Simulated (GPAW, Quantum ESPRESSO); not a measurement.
# Near-edge structure at the F K edge of CdF2 (Fm-3m)

Do two independent programs agree on the F K edge of CdF2 (Fm-3m)? The same cell and functional are run with XSpectra and with GPAW.

Program: Quantum ESPRESSO 7.5. Level of theory: core-hole supercells, plane-wave PAW PBE (first program; GPAW 26.7.0 follows as the second). Results are calculated unless marked as measured.

**1. Set-up**

The structure is cubic, space group Fm-3m (No. 225). The conventional cell has a = 5.388 Å, b = 5.388 Å, c = 5.388 Å, α = 90.00°, β = 90.00°, γ = 90.00°. Nearest to Cd lie 8 F at 2.33 Å. F has 4 Cd at 2.33 Å nearest. Farther neighbours and most contacts between anions are not listed.

**2. Ground state of the crystal (Quantum ESPRESSO)**

A plain self-consistent run shows whether there is a gap, which decides the set-up of the core-hole run.

The PAW data sets are made with ld1.x, with reconstruction data.

Input file scf.in:

```
&control
   calculation='scf', prefix='x', pseudo_dir='../pp', outdir='tmp', tprnfor=.true.
/
&system
   ibrav=0, nat=3, ntyp=3, nbnd=17
   ecutwfc=57, ecutrho=560
   occupations='smearing', smearing='mv', degauss=0.015
/
&electrons
   conv_thr=3.0e-08, electron_maxstep=120
   mixing_beta=0.5
/
ATOMIC_SPECIES
Cd 1.0 Cd.pbe-n-kjpaw.UPF
F3 1.0 F.pbe-n-kjpaw.UPF
F 1.0 F.pbe-n-kjpaw.UPF
CELL_PARAMETERS angstrom
  0.00000000 2.69400000 2.69400000
  2.69400000 0.00000000 2.69400000
  2.69400000 2.69400000 0.00000000
ATOMIC_POSITIONS crystal
Cd   0.00000000 0.00000000 0.00000000
F3   0.75000000 0.75000000 0.75000000
F    0.25000000 0.25000000 0.25000000
K_POINTS automatic
9 9 9 0 0 0
```

On the command line:

```sh
$ OMP_NUM_THREADS=1 mpirun --oversubscribe --bind-to none -np 4 pw.x -nk 4 -in scf.in > scf.out
```

The log of the run:

```text
     [... banner and references ...]
using ibrav=0 with symmetry is DISCOURAGED, use correct ibrav instead

     G-vector sticks info
     --------------------

     Using Slab Decomposition

     bravais-lattice index     =            0
     lattice parameter (alat)  =       7.1997  a.u.
     unit-cell volume          =     263.8878 (a.u.)^3
     number of atoms/cell      =            3
     number of atomic types    =            3
     number of electrons       =        26.00
     number of Kohn-Sham states=           17
     kinetic-energy cutoff     =      57.0000  Ry
     charge density cutoff     =     560.0000  Ry
     scf convergence threshold =      3.0E-08
     mixing beta               =       0.5000
     number of iterations used =            8  plain     mixing
     Exchange-correlation= SLA  PW   PBX  PBC
                           (   1   4   3   4   0   0   0)

     celldm(1)=   7.199651  celldm(2)=   0.000000  celldm(3)=   0.000000
     celldm(4)=   0.000000  celldm(5)=   0.000000  celldm(6)=   0.000000

     crystal axes: (cart. coord. in units of alat)
               a(1) = (   0.000000   0.707107   0.707107 )
               a(2) = (   0.707107   0.000000   0.707107 )
               a(3) = (   0.707107   0.707107   0.000000 )

     reciprocal axes: (cart. coord. in units 2 pi/alat)
               b(1) = ( -0.707107  0.707107  0.707107 )
               b(2) = (  0.707107 -0.707107  0.707107 )
               b(3) = (  0.707107  0.707107 -0.707107 )

     PseudoPot. #1 for Cd:     Pseudo is Projector augmented-wave + core cor, Zval = 12.0

     ../pp/F.pbe-n-kjpaw.UPF
     Pseudo is Projector augmented-wave + core cor, Zval =  7.0
     Shape of augmentation charge: PSQ
     Using radial grid of 1105 points,  4 beta functions with:
                l(1) =   0
                l(2) =   0
                l(3) =   1
                l(4) =   1
     Q(r) pseudized with 0 coefficients

     ../pp/F.pbe-n-kjpaw.UPF
     Pseudo is Projector augmented-wave + core cor, Zval =  7.0
     Shape of augmentation charge: PSQ
     Using radial grid of 1105 points,  4 beta functions with:
                l(1) =   0
                l(2) =   0
                l(3) =   1
                l(4) =   1
     Q(r) pseudized with 0 coefficients

     atomic species   valence    mass     pseudopotential
     Cd               12.00     1.00000     Cd( 1.00)
     F3                7.00     1.00000     F ( 1.00)
     F                 7.00     1.00000     F ( 1.00)

     24 Sym. Ops. (no inversion) found

   Cartesian axes

     site n.     atom                  positions (alat units)
         1        Cd     tau(   1) = (   0.0000000   0.0000000   0.0000000  )
         2        F3     tau(   2) = (   1.0606602   1.0606602   1.0606602  )
         3        F      tau(   3) = (   0.3535534   0.3535534   0.3535534  )

     number of k points=    35  Marzari-Vanderbilt smearing, width (Ry)=  0.0150
                       cart. coord. in units 2pi/alat
        k(    1) = (   0.0000000   0.0000000   0.0000000), wk =   0.0027435
        k(    2) = (   0.0785674   0.0785674  -0.0785674), wk =   0.0219479
        k(    3) = (   0.1571348   0.1571348  -0.1571348), wk =   0.0219479
        k(    4) = (   0.2357023   0.2357023  -0.2357023), wk =   0.0219479
        k(    5) = (   0.3142697   0.3142697  -0.3142697), wk =   0.0219479
[...]
k(   33) = (  -0.0785674  -0.5499719   0.7071068), wk =   0.0658436
        k(   34) = (  -0.0000000  -0.4714045   0.6285394), wk =   0.0658436
        k(   35) = (  -0.0785674  -0.3928371   0.7071068), wk =   0.0658436

     Dense  grid:    58887 G-vectors     FFT dimensions: (  60,  60,  60)

     Smooth grid:    15353 G-vectors     FFT dimensions: (  36,  36,  36)

     Initial potential from superposition of free atoms

     starting charge      25.9951, renormalised to      26.0000
[...]
total energy              =    -500.70863908 Ry
     estimated scf accuracy    <       0.00053679 Ry

     iteration #  5     ecut=    57.00 Ry     beta= 0.50
     Davidson diagonalization with overlap
     ethr =  2.06E-06,  avg # of iterations =  2.8

     total energy              =    -500.70871556 Ry
     estimated scf accuracy    <       0.00001181 Ry

     iteration #  6     ecut=    57.00 Ry     beta= 0.50
     Davidson diagonalization with overlap
     ethr =  4.54E-08,  avg # of iterations =  4.4

     total energy              =    -500.70872482 Ry
     estimated scf accuracy    <       0.00000162 Ry

     iteration #  7     ecut=    57.00 Ry     beta= 0.50
     Davidson diagonalization with overlap
     ethr =  6.25E-09,  avg # of iterations =  3.3

     total energy              =    -500.70872474 Ry
     estimated scf accuracy    <       0.00000266 Ry

     iteration #  8     ecut=    57.00 Ry     beta= 0.50
     Davidson diagonalization with overlap
     ethr =  6.25E-09,  avg # of iterations =  2.0

     total energy              =    -500.70872543 Ry
     estimated scf accuracy    <       0.00000016 Ry

     iteration #  9     ecut=    57.00 Ry     beta= 0.50
     Davidson diagonalization with overlap
     ethr =  6.29E-10,  avg # of iterations =  2.6

     End of self-consistent calculation

          k = 0.0000 0.0000 0.0000 (  1917 PWs)   bands (ev):

   -16.0389 -14.9327  -0.8241  -0.8241  -0.8241   0.3943   0.3943   3.7957
     3.7957   3.7957   4.2826   4.2826   4.2826   7.8406  17.4825  17.4825
    17.4825

          k = 0.0786 0.0786-0.0786 (  1913 PWs)   bands (ev):

   -15.9997 -14.9679  -0.7768  -0.7768  -0.6922   0.3793   0.3793   3.4013
     3.7128   3.7128   4.2072   4.2908   4.2908   8.3076  16.8930  17.6645
    17.6645

          k = 0.1571 0.1571-0.1571 (  1928 PWs)   bands (ev):

   -15.8909 -15.0653  -0.6605  -0.6605  -0.3287   0.3600   0.3600   2.7401
[...]
18.1512

          k = 0.2357 0.2357-0.2357 (  1922 PWs)   bands (ev):

[...]
18.7617

          k = 0.3143 0.3143-0.3143 (  1925 PWs)   bands (ev):

[...]
19.2053

          k = 0.1571 0.0000-0.0000 (  1921 PWs)   bands (ev):

[...]
k =-0.2357-0.3928 0.3928 (  1912 PWs)   bands (ev):

[...]
k =-0.1571-0.3143 0.3143 (  1917 PWs)   bands (ev):

[...]
k =-0.0786-0.2357 0.2357 (  1928 PWs)   bands (ev):

[...]
k =-0.0000-0.1571 0.1571 (  1925 PWs)   bands (ev):

[...]
k =-0.1571-0.4714 0.4714 (  1920 PWs)   bands (ev):

[...]
k = 0.3143 0.1571-0.0000 (  1925 PWs)   bands (ev):

[...]
k = 0.3928 0.2357-0.0786 (  1919 PWs)   bands (ev):

[...]
k = 0.4714 0.1571-0.0000 (  1918 PWs)   bands (ev):

[...]
k =-0.0786-0.5500 0.7071 (  1909 PWs)   bands (ev):

[...]
18.2942

          k =-0.0000-0.4714 0.6285 (  1913 PWs)   bands (ev):

[...]
2.1695   2.5796   3.8476   4.2599   4.7133  12.7982  15.5219  16.1387
    17.9477

          k =-0.0786-0.3928 0.7071 (  1905 PWs)   bands (ev):

   -15.4775 -15.4090  -0.2711   0.0741   0.1043   0.3197   0.3793   1.3119
     2.2273   2.9958   3.4690   4.1958   4.7444  12.7452  15.6025  16.8777
    16.9745

     the Fermi energy is     6.5815 ev

!    total energy              =    -500.70872548 Ry
     total all-electron energy =    -11589.083605 Ry
     estimated scf accuracy    <       0.00000001 Ry
     smearing contrib. (-TS)   =      -0.00000000 Ry
     internal energy E=F+TS    =    -500.70872548 Ry

     The total energy is F=E-TS. E is the sum of the following terms:
     one-electron contribution =     -56.74704650 Ry
     hartree contribution      =      52.19583393 Ry
     xc contribution           =     -42.22339633 Ry
     ewald contribution        =    -145.92453765 Ry
     one-center paw contrib.   =    -308.00957892 Ry

     convergence has been achieved in   9 iterations

     Forces acting on atoms (cartesian axes, Ry/au):

     atom    1 type  1   force =     0.00000000    0.00000000    0.00000000
     atom    2 type  2   force =    -0.00000000    0.00000000   -0.00000000
     atom    3 type  3   force =    -0.00000000    0.00000000    0.00000000

     Total force =     0.000000     Total SCF correction =     0.000000

     XML data file, charge density, pseudopotentials, collected wavefunctions

=------------------------------------------------------------------------------=
   JOB DONE.
=------------------------------------------------------------------------------=
```

Run time: 16 s. Hardware: 4 MPI ranks of Arm Neoverse N1, shared host; peak memory 0.14 GiB.

Absorbing atoms carry a label of their own (element plus a letter or digit), as the spectrum program needs them as separate species.

The mesh shows a gap of 3.10 eV, so the hole is first treated in a charged cell, without the excited electron.

**3. Spectrum without a core hole, F atom 2 (Quantum ESPRESSO)**

This cheap baseline ignores the attraction of the hole: it shows the absorber's empty states as they are in the ground state.

The absorber has 4 Cd at 2.33 Å (tetrahedral, site symmetry -43m).

Input file xspectra.in:

```
&input_xspectra
   calculation='xanes_dipole', edge='K'
   prefix='x', outdir='tmp', xiabs=2, xe0=6.2925
   xonly_plot=.false., x_save_file='xanes.sav'
   xniter=3000, xcheck_conv=20, xerror=0.005
   xcoordcrys=.false., xepsilon(1)=1, xepsilon(2)=0, xepsilon(3)=0
/
&plot
   xnepoint=413, xemin=-10, xemax=45, terminator=.true., cut_occ_states=.true.
   xgamma=0.4
/
&pseudos
   filecore='../F.wfc'
/
&cut_occ
   cut_desmooth=0.1, cut_stepl=0.05, cut_stepu=0.05, cut_ierror=1e-5
/
7 7 7 0 0 0
```

On the command line:

```sh
$ OMP_NUM_THREADS=1 mpirun --oversubscribe --bind-to none -np 4 xspectra.x -nk 4 -in xspectra.in > xspectra.out
```

The log of the run:

```text
     [... banner and references ...]
Reading input_file

     calculation: xanes_dipole

     xepsilon  [cartesian coordinates]:   1.000000   0.000000   0.000000

     xonly_plot: FALSE
        => complete calculation: Lanczos + spectrum plot

     filecore (core-wavefunction file): ../F.wfc

     main plot parameters:
        cut_occ_states: TRUE
        gamma_mode:  constant
        -> using xgamma [eV]:  0.40
        xemin [eV]: -10.00
        xemax [eV]:  45.00
        xnepoint:  413
        xe0 [eV]:   6.292500 (energy zero read in input file)

[...]
Results of STEP 1 successfully written in x_save_file
     x_save_file name:
     ->  xanes.sav
     x_save_file version:  2

     ... End STEP 1 ...

     ... Begin STEP 2 ...

     The spectrum is calculated using the following parameters:
        xe0 [eV]:    6.2925
        the occupied states are elimintate from the spectrum
        xemin [eV]: -10.00
        xemax [eV]:  45.00
        xnepoint:  413
        constant broadening parameter [eV]:    0.400
        Core level energy [eV]:  -696.7
         (from electron binding energy of neutral atoms in X-ray data booklet)

     Cross-section successfully written in xanes.dat

     ... End STEP 2 ...

                                END JOB XSpectra
```

Run time: 46 s. Hardware: 4 MPI ranks; peak memory 0.11 GiB.

The F K spectrum, F atom 2, no core hole (energy from the lowest empty level; intensity scaled to a mean of 1 over the first 20 eV; the points at xe0, where the cut of filled states can leave a spike, are interpolated):

```csv
E (eV),intensity
-2.00,0.03
-1.25,0.04
-0.50,0.06
0.25,0.10
1.00,0.19
1.75,0.38
2.50,0.54
3.25,1.06
4.00,1.53
4.75,1.71
5.50,0.63
6.25,0.79
7.00,1.57
7.75,1.01
8.50,0.86
9.25,1.16
10.00,1.94
10.75,2.23
11.50,1.78
12.25,0.78
13.00,0.64
13.75,0.43
14.50,0.38
15.25,0.70
16.00,0.74
16.75,0.58
17.50,0.75
18.25,1.15
19.00,1.58
19.75,1.87
20.50,1.68
21.25,1.10
22.00,0.91
22.75,0.56
23.50,0.46
24.25,0.41
25.00,0.39
25.75,0.34
26.50,0.37
27.25,0.54
28.00,0.68
28.75,0.61
29.50,0.67
30.25,0.52
31.00,0.45
31.75,0.53
```

Main maxima below 24 eV (height): 4.5 eV (1.88), 7.1 eV (1.60), 11.1 eV (2.25), 15.7 eV (0.77) and 20.0 eV (1.92). A K edge sees empty p states on the absorber.

**4. Another broadening**

The final state's lifetime shortens with energy, so measured features broaden above the edge; the saved Lanczos coefficients are redrawn with a width that grows.

Input file xspectra_plot.in:

```
&input_xspectra
   calculation='xanes_dipole', edge='K'
   prefix='x', outdir='tmp', xiabs=2, xe0=6.2925
   xonly_plot=.true., x_save_file='xanes.sav'
   xniter=3000, xcheck_conv=20, xerror=0.005
   xcoordcrys=.false., xepsilon(1)=1, xepsilon(2)=0, xepsilon(3)=0
/
&plot
   xnepoint=413, xemin=-10, xemax=45, terminator=.true., cut_occ_states=.true.
   gamma_mode='variable', gamma_energy(1)=4, gamma_energy(2)=25, gamma_value(1)=0.3, gamma_value(2)=2.5
/
&pseudos
   filecore='../F.wfc'
/
&cut_occ
   cut_desmooth=0.1, cut_stepl=0.05, cut_stepu=0.05, cut_ierror=1e-5
/
7 7 7 0 0 0
```

On the command line:

```sh
$ OMP_NUM_THREADS=1 xspectra.x -in xspectra_plot.in > xspectra_plot.out
```

The log of the run:

```text
     [... banner and references ...]
Reading input_file
     -------------------------------------------------------------------------

     calculation: xanes_dipole

     xonly_plot: TRUE
        => only the spectrum plot

     main plot parameters:
        cut_occ_states: TRUE
        gamma_mode:  variable
        -> first, constant up to point ( 4.00, 0.30) [eV]
        -> then, linear up to point (25.00, 2.50) [eV]
        -> finally, constant up to xemax
        xemin [eV]: -10.00
        xemax [eV]:  45.00
        xnepoint:  413
[...]
xemin [eV]: -10.00
        xemax [eV]:  45.00
        xnepoint:  413
        energy-dependent broadening parameter:
         -> first, constant up to point ( 4.00, 0.30) [eV]
         -> then, linear up to point (25.00, 2.50) [eV]
         -> finally, constant up to xemax
        Core level energy [eV]:  -696.7
         (from electron binding energy of neutral atoms in X-ray data booklet)

     Cross-section successfully written in xanes.dat

     -------------------------------------------------------------------------
                                END JOB XSpectra
     -------------------------------------------------------------------------
[key lines of the parts left out:]
Fermi level [eV]:   4.7444
```

Elapsed: 4.8 s, on 1 MPI rank; peak memory 0.05 GiB.

With a Lorentzian half width 0.3 eV up to 4 eV, rising linearly to 2.5 eV at 25 eV (counted from xe0, 1.5 eV below the zero used here), the maxima are 2.2 eV (0.57), 4.3 eV (1.80), 7.1 eV (1.28), 10.5 eV (1.67) and 19.6 eV (1.19).

**5. Supercell without a hole, the energy reference (Quantum ESPRESSO)**

The photon energy needs a difference of total energies, so the cell and mesh of the coming hole run are first run without a hole.

Input file scf.in:

```
&control
   calculation='scf', prefix='x', pseudo_dir='../pp', outdir='tmp', tprnfor=.true.
/
&system
   ibrav=0, nat=18, ntyp=2, nbnd=82
   ecutwfc=57, ecutrho=560
   occupations='fixed'
/
&electrons
   conv_thr=1.8e-07, electron_maxstep=120
   mixing_beta=0.5
/
ATOMIC_SPECIES
Cd 1.0 Cd.pbe-n-kjpaw.UPF
F 1.0 F.pbe-n-kjpaw.UPF
CELL_PARAMETERS angstrom
  -2.69400000 -2.69400000 -5.38800000
  -2.69400000 -2.69400000 5.38800000
  -2.69400000 5.38800000 2.69400000
ATOMIC_POSITIONS crystal
Cd   0.00000000 0.00000000 0.00000000
Cd   0.66666667 0.00000000 0.33333333
Cd   0.50000000 0.50000000 0.00000000
Cd   0.33333333 0.00000000 0.66666667
Cd   0.16666667 0.50000000 0.33333333
Cd   0.83333333 0.50000000 0.66666667
F    0.87500000 0.62500000 0.00000000
F    0.54166667 0.62500000 0.33333333
F    0.37500000 0.12500000 0.00000000
F    0.20833333 0.62500000 0.66666667
F    0.04166667 0.12500000 0.33333333
F    0.70833333 0.12500000 0.66666667
F    0.62500000 0.87500000 0.00000000
F    0.29166667 0.87500000 0.33333333
F    0.12500000 0.37500000 0.00000000
F    0.95833333 0.87500000 0.66666667
F    0.79166667 0.37500000 0.33333333
F    0.45833333 0.37500000 0.66666667
K_POINTS automatic
4 3 4 0 0 0
```

On the command line:

```sh
$ OMP_NUM_THREADS=1 mpirun --oversubscribe --bind-to none -np 4 pw.x -nk 4 -in scf.in > scf.out
```

The log of the run:

```text
     [... banner and references ...]
[banner, memory and clock lines left out]
Found identity + ( -0.3333  0.0000  0.3333) symmetry
     This is a supercell, fractional translations are disabled
     using ibrav=0 with symmetry is DISCOURAGED, use correct ibrav instead

     G-vector sticks info

     bravais-lattice index     =            0
     lattice parameter (alat)  =      12.4702  a.u.
     unit-cell volume          =    1583.3270 (a.u.)^3
     number of atoms/cell      =           18
[...]
atom    2 type  1   force =    -0.00000016    0.00000016    0.00000000
     atom    3 type  1   force =    -0.00000000    0.00000000    0.00000000
[...]
atom   17 type  2   force =    -0.00000162    0.00000017   -0.00000168
     atom   18 type  2   force =     0.00000017   -0.00000162   -0.00000168

     Total force =     0.000007     Total SCF correction =     0.000006
     SCF correction compared to forces is large: reduce conv_thr to get better values

     XML data file, charge density, pseudopotentials, collected wavefunctions
[key lines of the parts left out:]
!    total energy              =   -3004.25234314 Ry
convergence has been achieved in  12 iterations
```

Run time: 5.3 min. Hardware: 4 MPI ranks; peak memory 0.58 GiB; 21 min of CPU time.

Reference energy: -946065.091 eV with the cores included.

[end of part 1 of 4]

[Banner, clock and machine lines of the logs are left out without a mark of their own.]

[Logs are printed without paths, hosts, clocks, repeated set-up lines and the standing remarks that a program may print on its own settings, such as how far it seeks lower states.]

[Hosts, paths, dates, database ids (printed as entryN), source tags and the programs' standing remarks are cut or masked in the printed files.]

[Lists of maxima count a maximum above −3 eV only where it reaches 4 % of the highest in the window and stands out from its surroundings by 2 % of it (1.5 % where it reaches 55 %); shoulders and weaker maxima are passed over, and of the rest the first, up to two pre-edge ones and the few strongest are named.]
